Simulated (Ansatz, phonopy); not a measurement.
# AlNi (Pm-3m): a volume series of phonon spectra, part 4 of 4

Wanted: mode Grüneisen parameters of AlNi and a free-energy fit over volumes.

Measurements to reproduce:
- heat capacity C_P per formula unit 45.9 J/mol/K near room temperature (given in “High-Throughput Prediction of Finite-Temperature Properties using the Quasi-Harmonic Approximation”, 2016, arXiv:1603.06924)

Ansatz 0.2.0; DFT PBEsol, scalar-relativistic, plane waves, PAW.

So far. Step 13 (Phonons, V/V0 0.97): No mode is imaginary beyond numerical noise at the solved wavevectors. The highest zone-centre mode (no LO–TO term) moved by +6.1 % for a volume change of -3.0 %. Step 14 (Single point at a scaled cell, V/V0 1.05): The run ends at a pressure of -7.60 GPa.

The database entry behind the starting cell differs from later determinations by our own check (about 0.2 % short), so it need not match the best structure at ambient conditions.

## (15) Phonons, V/V0 1.05

Phonons at this volume give one point of F(V, T); meshes stay fixed along the series.

Contents of input.yaml:

```yaml
crystal:
  lattice:
    - [2.908949252, 0.0, 0.0]
    - [0.0, 2.908949252, 0.0]
    - [0.0, 0.0, 2.908949252]
  atoms:
    - { symbol: Al, position: [0.0, 0.0, 0.0] }
    - { symbol: Ni, position: [0.5, 0.5, 0.5] }
kpoints:
  mp_grid: { grid: [16, 16, 16] }
hamiltonian:
  xc: pbesol
scf:
  occupations: { method: methfessel_paxton, width: 0.2 }
  lower_state_search: "off"
output:
  eigenvalues: true
phonons:
  method: dfpt
  qmesh: [4, 4, 4]
  temperatures: { t_max: 1000, t_step: 50 }
  qpath:
    path:
      - [[0.0, 0.0, 0.0], [0.0, 0.5, 0.0], [0.5, 0.5, 0.0], [0.0, 0.0, 0.0], [0.5, 0.5, 0.5], [0.0, 0.5, 0.0]]
      - [[0.5, 0.5, 0.5], [0.5, 0.5, 0.0]]
    npoints: 10
```

Command:

```console
> ansatz run input.yaml --threads 8 --pin off --max-ram 16384MiB --backend cpu --events-out ev --progress --plain --runs-dir out
```

Numbers of over 12 decimals in the logs are rounded to 6 here.

Log:

```text
[...]
Crystal: 2 atoms, lattice volume = 24.615 Å³
Basis set: ecut = 420 eV, 461 PW (Γ), exchange–correlation on 40×40×40 points (8 copies of the dense FFT grid, shifted against one another)
Bands: 15, of which v1, the nominal top of the filled ones, is band 11 counted from 1 (10 counted from 0)
Symmetry: 48 space group operations
k-points: 165 of 4096
[...]
k-point 164: bands = [... 7 lower, 12.4310, 12.4310, 15.3340, 15.3340, 15.3340, 16.8168, 17.7227, 17.7227]
[...]
ASR residual: 2.637e-5 → 0.000e0 eV/Å²; symmetrization residual: 2.428e-6 eV/Å²
  ASR residual per site (eV/Å²): 2.64e-5 2.29e-5
  Γ frequencies (cm⁻¹): 0.00 0.00 0.00 273.36 273.36 273.36
--- Phonons (arbitrary-q DFPT): 10 irreducible q on the 4×4×4 mesh ---
[...]
interpolated dispersion: 62 rows × 6 modes
[...]
[key lines of the parts left out:]
SCF converged after 7 iterations
Free energy (F): -6330.834814 eV
Fermi energy:    13.363443 eV
```

Run time: 2.9 min. Hardware: 8 threads of Arm Neoverse V1, shared host; peak memory 2.3 GiB; 21 min of CPU time.

No LO-TO term. The phonon branches at the labelled points (cm⁻¹):

```tsv
point	branch 1	branch 2	branch 3	branch 4	branch 5	branch 6
Γ	0	0	0	273	273	273
halfway	111	111	132	262	262	307
X	155	155	188	248	248	344
halfway	122	149	168	244	294	337
M	119	119	179	241	325	325
halfway	71	143	157	253	300	301
Γ	0	0	0	273	273	273
halfway	103	103	164	292	292	297
R	147	147	147	315	315	315
halfway	125	135	136	284	291	330
X	155	155	188	248	248	344
jump to R	147	147	147	315	315	315
halfway	130	130	145	280	322	322
M	119	119	179	241	325	325
```

The phonon branches as a text plot (rows in cm⁻¹):

```
    337 |      *******                              ******
    322 |    **       *****                     ****      *******
    308 |   *       **     **            **********       **
    294 |                    **         ***        **       *
    279 |***       *           *********            **       *
    265 | ***     *           ***   *                 **
    251 |    *******      ****                         ***    **
    236 |           ******                                      *
    222 |
    208 |
    193 |       *                                        *
    179 |      * *  ******                              *       *
    165 |     *   **      ***        ****              *      **
    150 |    * ***         ****          *** ****    ******  *
    136 |   * *   ****   **  * *            *    ******    ***
    122 |    *      *****     *     *      *       **         ***
    107 |   *            *              ***
     93 |  *              *    **      *
     79 |  *               **        **
     64 | *                  *  *  *
     50 | *                   ** *  *
     36 |*                      ** *
     21 |*                       *
      7 |                         *
         Γ      X      M          Γ            R        X|R     M
```

No mode is imaginary beyond numerical noise at the solved wavevectors. The highest zone-centre mode (no LO–TO term) moved by -9.6 % for a volume change of +5.0 %.

## (16) Mode Grüneisen parameters

This step: DFT PBEsol, scalar-relativistic, plane waves, PAW (phonopy 4.10.0).

This step gave:

- share of modes with a negative Grüneisen parameter: 0

Mean Grüneisen, by row:

```tsv
T (K)	heat-capacity-weighted mean	root mean square
50	2.015	2.039
100	1.992	2.013
200	1.952	1.97
300	1.942	1.959
500	1.936	1.953
800	1.934	1.95
```

The mean mode Grueneisen parameter by wavenumber:

```tsv
wavenumber (cm⁻¹)	mean mode Grueneisen parameter
6	-
19	0.998
44	1.43
56	1.54
81	1.79
93	1.84
106	1.98
131	2.14
143	2.26
156	2.17
180	1.92
193	1.93
218	-
230	-
242	-
267	1.71
280	1.77
292	1.82
317	1.83
330	1.85
354	1.84
367	1.77
```

Volume series, by row:

```tsv
V/V0	V (Å³/atom)	pressure (GPa)	E - E0 (meV/atom)	gap (eV)	zero-point energy (meV/atom)	lowest on the path (cm⁻¹)	highest at Gamma without the LO-TO term (cm⁻¹)
0.97	11.37	5.636	6.023	0	45.92	0	320.6
0.985	11.55	2.705	1.465	0	44.65	0	311.3
1	11.72	0	0	0	43.4	0	302.3
1.015	11.9	-2.497	1.388	0	42.19	0	293.4
1.03	12.07	-4.802	5.407	0	40.99	0	284.7
1.05	12.31	-7.603	14.52	0	39.44	0	273.4
```

Table of optical frequency at Gamma without the LO-TO term, mode 4 by V/V0:

```tsv
V/V0	optical frequency at Gamma without the LO-TO term, mode 4 (cm⁻¹)
0.9700	321
0.9850	311
1.0000	302
1.0150	293
1.0300	285
1.0500	273
```

Grüneisen at points, by row:

```tsv
point	branch	frequency (cm⁻¹)	mode Grüneisen parameter
Γ	4	302.3	1.98
X	1	172.7	2.07
X	3	208.3	2.07
X	4	270	1.69
X	6	373.3	1.65
M	1	130.4	1.81
M	3	196.2	1.8
M	4	262.3	1.68
M	5	359.2	1.96
R	1	170	2.75
R	4	343.1	1.69
```

## (17) Free-energy fit

This step gave:

```yaml
volume_expansion_coefficient_at_300_k: 38.14 1e-6/K
isothermal_bulk_modulus_at_300_k: 162.5 GPa
c_p_at_300_k: 22.87 J/mol-atom/K
grueneisen_parameter_at_300_k: 1.985
```

Table of energy (each curve on its own zero) by volume; values in meV/atom:

```tsv
volume (Å³/atom)	static	F at 0 K	F at 300 K	F at 1000 K
11.370	6.02	9.18	12.4	25.4
11.546	1.46	3.35	5.37	13.3
11.722	0	0.64	1.41	4.33
11.898	1.39	0.81	0.29	-1.88
12.073	5.41	3.64	1.79	-5.55
12.308	14.5	11.2	7.52	-6.82
```

Phonopy-qha, vinet fit of F(V) at each temperature; no electronic free energy. Qha vinet, by row:

```tsv
T (K)	fitted volume (Å³/atom)	alpha_V (1e-6/K)	B_T (GPa)	C_P (J/mol-atom/K)	Grueneisen
100	11.81	19.32	168.9	11.6	1.995
150	11.82	27.85	167.6	16.88	1.982
200	11.84	32.9	165.9	19.92	1.98
250	11.86	36.02	164.3	21.73	1.981
300	11.88	38.14	162.5	22.87	1.985
350	11.91	39.72	160.7	23.65	1.99
400	11.93	40.98	158.9	24.22	1.995
450	11.95	42.06	157	24.66	2.002
500	11.98	43.04	155.1	25.02	2.009
550	12.01	43.95	153.2	25.33	2.016
600	12.03	44.82	151.3	25.6	2.024
650	12.06	45.68	149.3	25.85	2.032
700	12.09	46.54	147.3	26.09	2.041
750	12.12	47.41	145.3	26.32	2.05
800	12.14	48.3	143.2	26.54	2.059
850	12.17	49.2	141.2	26.75	2.068
```

Table of volume expansion coefficient, phonopy-qha, Vinet by temperature:

```tsv
temperature (K)	volume expansion coefficient, phonopy-qha, Vinet (1e-6/K)
75	13.3
100	19.3
150	27.9
175	30.7
225	34.6
250	36.0
300	38.1
325	39.0
375	40.4
400	41.0
450	42.1
475	42.6
525	43.5
550	44.0
600	44.8
625	45.3
675	46.1
700	46.5
750	47.4
775	47.9
825	48.8
850	49.2
```

The fit gives a volume expansion of 38.1 × 10⁻⁶/K at 300 K.

## (18) Results

| Property | Result |
| --- | --- |
| volume expansion coefficient at 300 K | 38.14 1e-6/K |
| isothermal bulk modulus at 300 K | 162.5 GPa |
| C_P at 300 K | 22.87 J/mol-atom/K |
| Grüneisen parameter at 300 K | 1.985 |
| mean mode Grüneisen parameter at 300 K | 1.94 |

In words: Near room temperature AlNi expands by 38.1 × 10⁻⁶/K in volume by PBEsol, with C_P = 22.9 J/(mol K) per mole of atoms and B_T = 162 GPa. The table stops at 850 K because beyond it the fitted volume comes within 1 % of the largest computed cell, where the fit loses its support. C_P at room temperature is 92 % of the classical 3R an atom, so the stiffest modes are still partly frozen out. A measured heat capacity per formula unit near room temperature is 45.9 J/mol/K (arXiv:1603.06924); the calculated 45.7 J/mol/K agrees within half a per cent. The fit leaves out the electrons' free energy, which adds to C_P and to the expansion of a metal at high temperature. The heat-capacity-weighted Grüneisen parameter goes from 2.02 at 50 K to 1.93 at 800 K. Weighting γ by the density of states and each mode's heat capacity at 300 K, modes below 120 cm⁻¹ give about 9 % of the sum of γC that drives the expansion, those up to 250 cm⁻¹ 48 % and the rest 43 %. Among the labelled points γ is largest for branch 1 at R (170 cm⁻¹, 2.8) and smallest for branch 6 at X (373 cm⁻¹, 1.6). The program warned that a few bands missed the eigensolver's threshold in at least one of the runs. The PAW files were made for PBE and are used here under another functional, for which the program regenerates the frozen cores. The run has no spin polarisation although the cell holds an element with an open d or f shell; a magnetic state could change the volume and the force constants.

[Logs are printed without paths, hosts, clocks, repeated set-up lines and the standing remarks that a program may print on its own settings, such as how far it seeks lower states.]

[Hosts, paths, dates, database ids (printed as entryN), source tags and the programs' standing remarks are cut or masked in the printed files.]

[A step with changed settings may run another functional than the one named; its input shows which.]

[Of the runs on displaced cells, only some may be shown.]
